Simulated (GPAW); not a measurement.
Mn2Co2C (P4/mmm), Co K edge of atom 1, with 2 C at 1.88 Å (linear, site symmetry mmm). Method: GPAW, LDA, excited-electron core hole (neutral cell), 20-atom cell with 6.5 Å between holes, 3×3×3 k points, dipole transitions, Gaussian full width 1.33 eV up to 4 eV, rising linearly to 3.5 eV at 25 eV.

```
Co Mn C
1.0
     3.75919    0.00000    0.00000
     0.00000    3.75919    0.00000
     0.00000    0.00000    3.82437
Co Mn C
2 2 1
Direct
  0.00000 0.50000 0.50000
  0.50000 0.00000 0.50000
  0.50000 0.50000 0.00000
  0.00000 0.00000 0.00000
  0.50000 0.50000 0.50000
```

Energy from the lowest empty level; a common scale on which the isotropic spectrum has a mean of 1 over the first 20 eV.

| E (eV) | curve 1 | curve 2 |
| --- | --- | --- |
| -2.0 | 0.00 | 0.00 |
| -1.0 | 0.01 | 0.01 |
| 0.0 | 0.22 | 0.16 |
| 1.0 | 0.38 | 0.49 |
| 2.0 | 0.23 | 0.47 |
| 3.0 | 0.23 | 0.28 |
| 4.0 | 0.38 | 0.31 |
| 5.0 | 0.72 | 0.54 |
| 6.0 | 0.72 | 0.50 |
| 7.0 | 0.71 | 0.45 |
| 8.0 | 0.70 | 0.47 |
| 9.0 | 1.13 | 0.66 |
| 10.0 | 2.17 | 1.19 |
| 11.0 | 2.28 | 1.30 |
| 12.0 | 1.71 | 1.14 |
| 13.0 | 1.63 | 1.18 |
| 14.0 | 1.49 | 1.12 |
| 15.0 | 1.18 | 1.10 |
| 16.0 | 1.15 | 1.37 |
| 17.0 | 1.27 | 1.72 |
| 18.0 | 1.32 | 1.92 |
| 19.0 | 1.39 | 1.88 |
| 20.0 | 1.56 | 1.84 |
| 21.0 | 1.70 | 1.89 |
| 22.0 | 1.66 | 1.87 |
| 23.0 | 1.47 | 1.76 |
| 24.0 | 1.30 | 1.66 |
| 25.0 | 1.21 | 1.60 |
| 26.0 | 1.20 | 1.59 |
| 27.0 | 1.18 | 1.55 |
| 28.0 | 1.12 | 1.43 |
| 29.0 | 1.06 | 1.32 |
| 30.0 | 1.05 | 1.32 |
| 31.0 | 1.08 | 1.34 |
| 32.0 | 1.14 | 1.29 |

Q: The curves are for the electric vector along different Cartesian axes of the cell as given, averaged over the symmetry-equivalent atoms. Which is which?

Curve 1: along z (c), main maxima 0.8 eV (0.39), 5.4 eV (0.76), 10.6 eV (2.41) and 21.3 eV (1.71). Curve 2: along x (⊥ c) (the other in-plane axis gives the same curve within 3 %), main maxima 1.4 eV (0.53), 5.3 eV (0.56), 10.6 eV (1.33), 18.3 eV (1.92) and 21.3 eV (1.89). A K edge sees empty p states, which here mix into the lowest empty bands, so that weight starts at the zero. Each direction probes the empty orbitals that point along it. The hole lies in one spin channel, while the script sums the empty states of both and takes the lower zero; where the two channels are split, this blurs and shifts the curve. Quadrupole 1s→3d transitions, which feed the pre-edge, are not in the dipole spectrum.

[Banner, clock and machine lines of the logs are left out without a mark of their own.]

[Logs are printed without paths, hosts, clocks, repeated set-up lines and the standing remarks that a program may print on its own settings, such as how far it seeks lower states.]

[Hosts, paths, dates, database ids (printed as entryN), source tags and the programs' standing remarks are cut or masked in the printed files.]

[Lists of maxima count a maximum above −3 eV only where it reaches 4 % of the highest in the window and stands out from its surroundings by 2 % of it (1.5 % where it reaches 55 %); shoulders and weaker maxima are passed over, and of the rest the first, up to two pre-edge ones and the few strongest are named.]
